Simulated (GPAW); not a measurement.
**Ballistic transport through an Al chain with one Si atom in line, from relaxation to T(E)**

Aim: the conductance of an Al chain with one Si atom in line after relaxation, and whether geometry, basis or functional moves it most.

Method: GPAW LCAO, PAW setups; relaxation of the junction within the symmetry of its start, lead ends held, in the first sound run; inputs show where later runs differ, in GPAW 26.7.0.

This is a report of a sequence of runs, with most program output left out.

### 1. The starting structure

The cell holds 15 atoms: 14 Al and 1 Si. Its edges and angles: a = 9.000 Å, b = 9.000 Å, c = 35.748 Å, α = 90.0°, β = 90.0°, γ = 90.0°. Regions: left lead, 7 atoms (7 Al); channel, 1 atom (1 Si); right lead, 7 atoms (7 Al). Vacuum lies along a and b. The structure is stacked along c, and the current runs across the ab planes.

### 2. Relaxing the atoms

Transmission follows bond lengths closely, so the atoms between the held lead ends are relaxed first, within whatever symmetry the start has.

File run.py:

```python
import json
from ase import Atoms
from ase.constraints import FixAtoms
from ase.optimize import BFGS
from gpaw import GPAW, FermiDirac

device = Atoms(
    ['Al', 'Al', 'Al', 'Al', 'Al', 'Al', 'Al', 'Si', 'Al', 'Al', 'Al', 'Al', 'Al', 'Al', 'Al'],
    positions=[
        [4.50000, 4.50000, 1.20000],
        [4.50000, 4.50000, 3.60000],
        [4.50000, 4.50000, 6.00000],
        [4.50000, 4.50000, 8.40000],
        [4.50000, 4.50000, 10.80000],
        [4.50000, 4.50000, 13.20000],
        [4.50000, 4.50000, 15.60000],
        [4.50000, 4.50000, 17.87390],
        [4.50000, 4.50000, 20.14780],
        [4.50000, 4.50000, 22.54780],
        [4.50000, 4.50000, 24.94780],
        [4.50000, 4.50000, 27.34780],
        [4.50000, 4.50000, 29.74780],
        [4.50000, 4.50000, 32.14780],
        [4.50000, 4.50000, 34.54780]],
    cell=[[9.0, 0.0, 0.0], [0.0, 9.0, 0.0], [0.0, 0.0, 35.7478]],
    pbc=True)

device.set_constraint(FixAtoms([0, 1, 2, 3, 4, 5, 9, 10, 11, 12, 13, 14]))
device.calc = GPAW(mode='lcao', basis='dzp', xc='PBE', h=0.18,
                   kpts={'size': (1, 1, 2), 'gamma': True},
                   symmetry={'tolerance': 1e-3, 'extra_ids': [1, 1, 1, 1, 1, 1, 0, 0, 0, 1, 1, 1, 1, 1, 1]},
                   occupations=FermiDirac(0.1), maxiter=250,
                   mixer=dict(beta=0.1, nmaxold=8, weight=100.0),
                   convergence=dict(density=0.0001), txt='relax.txt')
path = []
opt = BFGS(device, maxstep=0.15)
opt.attach(lambda: path.append((device.get_potential_energy(), device.positions.tolist(), device.get_forces().tolist())))
relaxed = bool(opt.run(fmax=0.05, steps=50))
json.dump(dict(relaxed=relaxed, path=path, positions=device.positions.tolist(), moments=device.get_magnetic_moments().tolist(),
               forces=device.get_forces(apply_constraint=False).tolist()), open('result.json', 'w'))
```

Started as:

```bash
$ OMP_NUM_THREADS=1 OPENBLAS_NUM_THREADS=1 python run.py
```

Run time: 2.8 min. Hardware: 1 thread of Arm Neoverse V1, shared host; peak memory 1.6 GiB.

Step by step:

```tsv
step	energy less that of the first step (eV)	largest force (eV/Å)
1	0.0000	0.6228
2	-0.0098	0.4574
3	-0.0211	0.0187
```

The atoms that moved most (Å):

```tsv
atom	dx	dy	dz	length
Al7	0.000	0.000	0.033	0.033
Al9	0.000	0.000	-0.033	0.033
```

The relaxation lowered the energy of the cell by 0.0211 eV (energies extrapolated to zero smearing; the optimiser's log prints free energies). The largest force left on a free atom is 0.019 eV/Å.

### 3. Double-zeta polarised basis

Localised orbitals split the wire into layers that couple to their neighbours alone, which is what the Green's function method needs; double zeta with polarisation is the usual level for numbers.

This step: GPAW LCAO, PAW setups; Landauer transmission from Green's functions with principal layers (ASE), zero bias (GPAW 26.7.0).

File run.py:

```python
import json
import numpy as np
from ase import Atoms
from ase.transport.calculators import TransportCalculator
from gpaw import GPAW, FermiDirac
from gpaw.lcao.tools import get_lcao_hamiltonian
from scipy.linalg import eigh

# The junction with lead layers at both ends, along the third cell vector
device = Atoms(
    ['Al', 'Al', 'Al', 'Al', 'Al', 'Al', 'Al', 'Si', 'Al', 'Al', 'Al', 'Al', 'Al', 'Al', 'Al'],
    positions=[
        [4.50000, 4.50000, 1.20000],
        [4.50000, 4.50000, 3.60000],
        [4.50000, 4.50000, 6.00000],
        [4.50000, 4.50000, 8.40000],
        [4.50000, 4.50000, 10.80000],
        [4.50000, 4.50000, 13.20000],
        [4.50000, 4.50000, 15.63350],
        [4.50000, 4.50000, 17.87390],
        [4.50000, 4.50000, 20.11430],
        [4.50000, 4.50000, 22.54780],
        [4.50000, 4.50000, 24.94780],
        [4.50000, 4.50000, 27.34780],
        [4.50000, 4.50000, 29.74780],
        [4.50000, 4.50000, 32.14780],
        [4.50000, 4.50000, 34.54780]],
    cell=[[9.0, 0.0, 0.0], [0.0, 9.0, 0.0], [0.0, 0.0, 35.7478]],
    pbc=True)

# One principal layer of the lead: the first 4 atoms of the device
lead = Atoms(
    ['Al', 'Al', 'Al', 'Al'],
    positions=[
        [4.50000, 4.50000, 1.20000],
        [4.50000, 4.50000, 3.60000],
        [4.50000, 4.50000, 6.00000],
        [4.50000, 4.50000, 8.40000]],
    cell=[[9.0, 0.0, 0.0], [0.0, 9.0, 0.0], [0.0, 0.0, 9.6]],
    pbc=True)

settings = dict(mode='lcao', basis='dzp', xc='PBE', h=0.2,
                occupations=FermiDirac(0.1), maxiter=250,
                mixer=dict(beta=0.1, nmaxold=8, weight=100.0),
                convergence=dict(density=0.0001))
energies = np.arange(-2, 2 + 1e-9, 0.025)
eta = 0.0001
n1, n2 = 1, 1
# k and -k transmit alike, so half of the mesh across the current serves
mesh = [(i, j) for i in range(n1) for j in range(n2) if (i, j) <= (-i % n1, -j % n2)]
weights = np.array([1 if (i, j) == (-i % n1, -j % n2) else 2 for i, j in mesh]) / (n1 * n2)


def ground_state(atoms, size, txt):
    atoms.calc = GPAW(kpts={'size': size, 'gamma': True}, symmetry={'tolerance': 1e-3}, txt=txt, **settings)
    atoms.get_potential_energy()
    return atoms.calc.get_fermi_level()


def blocks(atoms, fermi, points, nz, cells):
    """H - E_F S and S between cell 0 and the cells above it, at each point across the current."""
    kz = np.arange(nz) / nz
    calc = atoms.calc.fixed_density(kpts=[(*k, z) for k in points for z in kz], symmetry='off', txt=None)
    H, S = get_lcao_hamiltonian(calc)
    H = (H - fermi * S).reshape(len(H), len(points), nz, *S.shape[1:])
    S = S.reshape(H.shape[1:])
    phases = [np.exp(-2j * np.pi * kz * R) / nz for R in cells]
    return [(np.einsum('skzij,z->ksij', H, p), np.einsum('kzij,z->kij', S, p)) for p in phases]


def pair(a, b):
    return np.block([[a, b], [b.T.conj(), a]])


def count_channels(h, s, cells, nk=240):
    """Half the number of times that the lead's bands cross each energy, unfolded to its shortest repeat."""
    b = len(h) // cells
    bands = []
    for k in (np.arange(nk + 1) + 0.5) / nk:
        hk, sk = h[:b, :b].copy(), s[:b, :b].copy()
        for R in range(1, cells):
            phase, block = np.exp(2j * np.pi * k * R), slice(R * b, (R + 1) * b)
            hk += h[:b, block] * phase + (h[:b, block] * phase).T.conj()
            sk += s[:b, block] * phase + (s[:b, block] * phase).T.conj()
        w, u = eigh(sk)
        x = u[:, w > 1e-5] / w[w > 1e-5]**0.5  # drop near-dependent combinations
        bands.append(np.r_[eigh(x.T.conj() @ hk @ x, eigvals_only=True), [1e9] * (w <= 1e-5).sum()])
    below = np.array(bands)[:, :, None] < energies
    return (below[1:] != below[:-1]).sum((0, 1)) / 2


fermi_lead = ground_state(lead, (1, 1, 12), 'lead.txt')
fermi_device = ground_state(device, (1, 1, 2), 'device.txt')
T, channels, eigen, tail, misfit, shifts = [], [], [], 0.0, 0.0, []
for first in range(0, len(mesh), 493):
    points = [(i / n1, j / n2) for i, j in mesh[first:first + 493]]
    (H0k, S0k), (H1k, S1k), (H2k, _) = blocks(lead, fermi_lead, points, 5, range(3))
    [(Hk, Sk)] = blocks(device, fermi_device, points, 2, [0])
    tail = max(tail, abs(H2k).max())
    for H0, S0, H1, S1, H, S in zip(H0k, S0k, H1k, S1k, Hk, Sk):
        n = len(S0)
        # Shift the lead onto the potential of the device's first layer
        shift = ((H[:, 0, 0] - H0[:, 0, 0]) / S0[0, 0]).real.mean()
        shifts.append(shift)
        misfit = max(misfit, abs(H[:, :n, :n] - H0 - shift * S0).max())
        Tk, Ck, Ek = [], [], []
        for s in range(len(H)):
            t = s % len(H0)  # a lead without moments serves both spins
            h1, s1 = pair(H0[t] + shift * S0, H1[t] + shift * S1), pair(S0, S1)
            leads = dict(h1=h1, s1=s1, energies=energies, eta=eta, eta1=eta, eta2=eta)
            calc = TransportCalculator(h=H[s], s=S, eigenchannels=3, **leads)
            Tk.append(calc.get_transmission())
            Ek.append(np.sort(calc.eigenchannels_ne, axis=0)[::-1])
            Ck.append(count_channels(h1, s1, 8))
        T.append(Tk)
        channels.append(Ck)
        eigen.append(Ek)
T, channels = np.array(T), np.array(channels)
mean, open_channels = np.einsum('kse,k->se', T, weights), np.einsum('kse,k->se', channels, weights)

print(f'basis functions: device {len(S)}, principal layer {n}')
print(f'Fermi level: lead {fermi_lead:.4f} eV, device {fermi_device:.4f} eV; lead shifted by {np.mean(shifts):.4f} eV')
print(f'largest coupling past the next layer {tail:.2e} eV, largest misfit of the first layer {misfit:.3f} eV')
print('  E-E_F (eV)   ' + 'T (one spin)  channels')
for e, t, c in zip(energies, mean.T, open_channels.T):
    print(f'{e:10.3f}  ', *[f'{x:11.4e}' for x in t], *[f'{x:9.4f}' for x in c])

kT = 8.617333e-5 * 300
fine = np.linspace(energies[0], energies[-1], 4001)
both = np.exp(np.interp(fine, energies, np.log(np.maximum(mean.sum(0) * 2 / len(mean), 1e-30))))
fermi = lambda mu: 1 / (1 + np.exp(np.clip((fine - mu) / kT, -200, 200)))
slope = fermi(0) * (1 - fermi(0)) / kT
G = np.trapezoid(both * slope, fine) / 2
seebeck = -np.trapezoid(both * slope * fine, fine) / (2 * G * 300) * 1e6
print(f'conductance at 300 K: {G:.5g} G0 a cell; thermopower {seebeck:.4g} uV/K')
bias = [0.1, 0.2, 0.5, 1.0, 1.5, 2.0]
current = [38.74 * np.trapezoid(both * (fermi(V / 2) - fermi(-V / 2)), fine) for V in bias]
for V, I in zip(bias, current):
    print(f'current from the zero-bias T(E) at {V} V: {I:.5g} uA')
zero = abs(energies).argmin()
json.dump(dict(energies=energies.tolist(), T=mean.tolist(), channels=open_channels.tolist(), G=G, seebeck=seebeck,
               bias=bias, current=current, tail=tail, misfit=misfit, shift=np.mean(shifts), n_device=len(S), n_lead=n,
               fermi=[fermi_lead, fermi_device], energy=device.get_potential_energy(),
               moments=device.get_magnetic_moments().tolist(), mesh=mesh, weights=weights.tolist(),
               T_k=T[:, :, zero].tolist(), eigen=np.array(eigen[0]).tolist()), open('result.json', 'w'))
```

Wall time 69 s (1 thread); peak memory 1.2 GiB.

This step gave:

```yaml
conductance: 1.489 G₀
thermopower: -1.589 μV/K
largest_coupling_past_the_next_principal_layer: 1.42e-15 eV
largest_misfit_of_the_first_principal_layer: 0.01467 eV
shift_that_aligns_the_lead: -1.67e-4 eV
basis_functions_of_the_junction: 195
basis_functions_of_a_principal_layer: 52
transmission_at_the_fermi_level_one_spin: 1.499
open_channels_of_the_lead_at_the_fermi_level_one_spin: 2
```

One spin. Transmission, zone mean against energy, zero at the Fermi level:

```tsv
energy (eV)	transmission, zone mean
-2.000	0.810
-1.900	0.772
-1.800	0.724
-1.700	0.660
-1.600	0.575
-1.500	0.455
-1.400	0.281
-1.300	0.00846
-1.200	1.3e-9
-1.100	1.4e-10
-1.000	3.5e-11
-0.900	1.4e-11
-0.800	7.1e-12
-0.700	4.6e-12
-0.600	1.2e-11
-0.500	2.2e-11
-0.400	4.9e-6
-0.300	0.833
-0.200	1.21
-0.100	1.42
0.000	1.50
0.100	1.49
0.200	1.45
0.300	1.41
0.400	1.38
0.500	1.38
0.600	1.40
0.700	1.44
0.800	1.48
0.900	1.52
1.000	2.34
1.100	2.54
1.200	2.62
1.300	2.68
1.400	2.72
1.500	2.75
1.600	2.78
1.700	2.80
1.800	2.82
1.900	2.84
2.000	2.85
```

Crossings of the lead's bands, unfolded to its shortest repeat. Open channels, zone mean against energy, zero at the Fermi level:

```tsv
energy (eV)	open channels, zone mean
-2.000	1
-1.900	1
-1.800	1
-1.700	1
-1.600	1
-1.500	1
-1.400	1
-1.300	1
-1.200	0
-1.100	0
-1.000	0
-0.900	0
-0.800	0
-0.700	0
-0.600	0
-0.500	0
-0.400	0
-0.300	2
-0.200	2
-0.100	2
0.000	2
0.100	2
0.200	2
0.300	2
0.400	2
0.500	2
0.600	2
0.700	2
0.800	2
0.900	2
1.000	3
1.100	3
1.200	3
1.300	3
1.400	3
1.500	3
1.600	3
1.700	3
1.800	3
1.900	3
2.000	3
```

Not self-consistent under bias; the bias window is split evenly. Table of current through one cell, from the zero-bias transmission by bias:

```tsv
bias (V)	current through one cell, from the zero-bias transmission (μA)
0.100	11.5
0.200	22.9
0.500	54.3
1.000	88.8
1.500	116
2.000	149
```

Transmission of the three most open eigenchannels against energy, zero at the Fermi level:

```tsv
energy (eV)	channel 1	channel 2	channel 3
-2.000	0.810	2.4e-12	0
-1.800	0.724	2.3e-12	0
-1.600	0.575	2.2e-12	0
-1.400	0.281	2.1e-12	0
-1.200	1.3e-9	2.1e-12	0
-1.000	3.3e-11	2.1e-12	0
-0.800	4.6e-12	2.5e-12	0
-0.600	4.1e-12	4.1e-12	1.7e-12
-0.400	2.5e-6	2.5e-6	1.2e-12
-0.200	0.607	0.607	1.1e-12
0.000	0.749	0.749	1.1e-12
0.200	0.724	0.724	1.6e-12
0.400	0.692	0.692	5.1e-12
0.600	0.702	0.702	1.0e-10
0.800	0.738	0.738	1.4e-8
1.000	0.781	0.781	0.777
1.200	0.975	0.823	0.823
1.400	0.998	0.859	0.859
1.600	0.997	0.891	0.891
1.800	0.989	0.916	0.916
2.000	0.979	0.935	0.935
```

Couplings past the next layer reach 1.4e-15 eV, small enough to drop; the matrix elements of the cell's first layer differ from the bulk lead's by up to 0.015 eV. That layer keeps its own values in the calculation, and only beyond it is the lead taken as perfect. The Fermi levels of lead and junction count from different zeros of potential, one for each periodic cell; with both set to zero, the small remaining shift is what aligns them. By hand: G = 1.489 × 77.48 μS = 115 μS, a resistance of 8.67 kΩ; at 0.1 V a linear junction would pass 11.5 μA, and the integral over the bias window gives 11.5 μA. Mott's formula, S = -(π²/3)(k_B²T/e) d ln T/dE, has the prefactor 7.33 μV/K·eV at 300 K; T = 1.490 at -0.025 eV and 1.502 at 0.025 eV give a slope of 0.162 per eV and S = -1.19 μV/K, beside -1.59 μV/K from the thermal integral, which interpolates the same grid.

### 4. Single-zeta polarised basis

One radial function a shell plus polarisation makes the matrices smaller; the question is what that costs.

run.py, as its differences from that of step 3:

```diff
@@ -41,3 +41,3 @@
 
-settings = dict(mode='lcao', basis='dzp', xc='PBE', h=0.2,
+settings = dict(mode='lcao', basis='szp(dzp)', xc='PBE', h=0.2,
                 occupations=FermiDirac(0.1), maxiter=250,
```

It took 52 s on 1 thread; peak memory 1.1 GiB.

This step gave:

```yaml
conductance: 1.456 G₀
thermopower: -2.199 μV/K
largest_coupling_past_the_next_principal_layer: 1.49e-15 eV
largest_misfit_of_the_first_principal_layer: 0.01505 eV
shift_that_aligns_the_lead: -0.001049 eV
basis_functions_of_the_junction: 135
basis_functions_of_a_principal_layer: 36
transmission_at_the_fermi_level_one_spin: 1.467
```

One spin. Table of transmission, zone mean by energy, zero at the Fermi level:

energy (eV), transmission, zone mean and a bar:
```
   -2.000       0.79 ########
   -1.800       0.68 #######
   -1.600       0.48 #####
   -1.400       0.04 
   -1.200       0.00 
   -1.000       0.00 
   -0.800       0.00 
   -0.600       0.00 
   -0.400       0.00 
   -0.200       1.15 ############
    0.000       1.47 ###############
    0.200       1.42 ###############
    0.400       1.35 ##############
    0.600       1.38 ###############
    0.800       2.12 ######################
    1.000       2.53 ###########################
    1.200       2.65 ############################
    1.400       2.72 #############################
    1.600       2.78 #############################
    1.800       2.82 ##############################
    2.000       2.85 ##############################
```

Crossings of the lead's bands, unfolded to its shortest repeat. The open channels, zone mean by energy, zero at the Fermi level:

```tsv
energy (eV)	open channels, zone mean
-2.000	1
-1.900	1
-1.800	1
-1.700	1
-1.600	1
-1.500	1
-1.400	1
-1.300	0
-1.200	0
-1.100	0
-1.000	0
-0.900	0
-0.800	0
-0.700	0
-0.600	0
-0.500	0
-0.400	0
-0.300	2
-0.200	2
-0.100	2
0.000	2
0.100	2
0.200	2
0.300	2
0.400	2
0.500	2
0.600	2
0.700	2
0.800	3
0.900	3
1.000	3
1.100	3
1.200	3
1.300	3
1.400	3
1.500	3
1.600	3
1.700	3
1.800	3
1.900	3
2.000	3
```

Not self-consistent under bias; the bias window is split evenly. Current through one cell, from the zero-bias transmission against bias:

```tsv
bias (V)	current through one cell, from the zero-bias transmission (μA)
0.100	11.2
0.200	22.3
0.500	52.6
1.000	84.6
1.500	112
2.000	156
```

The transmission of the three most open eigenchannels by energy, zero at the Fermi level:

```tsv
energy (eV)	channel 1	channel 2	channel 3
-2.000	0.789	0	0
-1.800	0.680	0	0
-1.600	0.480	0	0
-1.400	0.0358	0	0
-1.200	1.7e-10	0	0
-1.000	1.4e-11	0	0
-0.800	3.6e-12	0	0
-0.600	1.7e-12	0	0
-0.400	1.3e-9	1.3e-9	1.3e-12
-0.200	0.573	0.573	1.6e-12
0.000	0.733	0.733	3.0e-12
0.200	0.710	0.710	1.0e-11
0.400	0.677	0.677	8.0e-11
0.600	0.691	0.691	4.7e-9
0.800	0.732	0.732	0.653
1.000	0.971	0.779	0.779
1.200	0.998	0.824	0.824
1.400	0.996	0.863	0.863
1.600	0.986	0.896	0.896
1.800	0.974	0.923	0.923
2.000	0.962	0.943	0.943
```

The conductance, 1.46 G₀, lies 2.2 % below that of the dzp run.

### 5. GPAW, sz: basis = "sz(dzp)"

The minimal basis is the cheapest rung: no second zeta and no polarisation.

run.py, as its differences from that of step 4:

```diff
@@ -41,3 +41,3 @@
 
-settings = dict(mode='lcao', basis='szp(dzp)', xc='PBE', h=0.2,
+settings = dict(mode='lcao', basis='sz(dzp)', xc='PBE', h=0.2,
                 occupations=FermiDirac(0.1), maxiter=250,
```

Wall time 35 s (1 thread); peak memory 1 GiB.

This step gave:

```yaml
conductance: 1.539 G₀
largest_coupling_past_the_next_principal_layer: 9.58e-16 eV
largest_misfit_of_the_first_principal_layer: 0.01853 eV
shift_that_aligns_the_lead: -5.22e-4 eV
basis_functions_of_the_junction: 60
basis_functions_of_a_principal_layer: 16
transmission_at_the_fermi_level_one_spin: 1.547
```

One spin. The transmission, zone mean by energy, zero at the Fermi level:

energy (eV), transmission, zone mean and a bar:
```
   -2.000       0.47 #####
   -1.900       0.34 ####
   -1.800       0.16 ##
   -1.700       0.00 
   -1.600       0.00 
   -1.500       0.00 
   -1.400       0.00 
   -1.300       0.00 
   -1.200       0.00 
   -1.100       0.00 
   -1.000       0.00 
   -0.900       0.00 
   -0.800       0.00 
   -0.700       0.00 
   -0.600       0.00 
   -0.500       0.00 
   -0.400       0.24 ###
   -0.300       0.95 ##########
   -0.200       1.29 ##############
   -0.100       1.48 ################
    0.000       1.55 ################
    0.100       1.54 ################
    0.200       1.50 ################
    0.300       1.45 ###############
    0.400       1.43 ###############
    0.500       1.43 ###############
    0.600       1.44 ###############
    0.700       2.23 #######################
    0.800       2.43 ##########################
    0.900       2.52 ##########################
    1.000       2.58 ###########################
    1.100       2.63 ############################
    1.200       2.67 ############################
    1.300       2.70 ############################
    1.400       2.73 #############################
    1.500       2.76 #############################
    1.600       2.79 #############################
    1.700       2.81 #############################
    1.800       2.83 ##############################
    1.900       2.85 ##############################
    2.000       2.86 ##############################
```

The conductance, 1.54 G₀, lies 3.3 % above that of the dzp run.

(Continued in part 2 of 2.)

[Logs are printed without paths, hosts, clocks, repeated set-up lines and the standing remarks that a program may print on its own settings, such as how far it seeks lower states.]

[Hosts, paths, dates, database ids (printed as entryN), source tags and the programs' standing remarks are cut or masked in the printed files.]
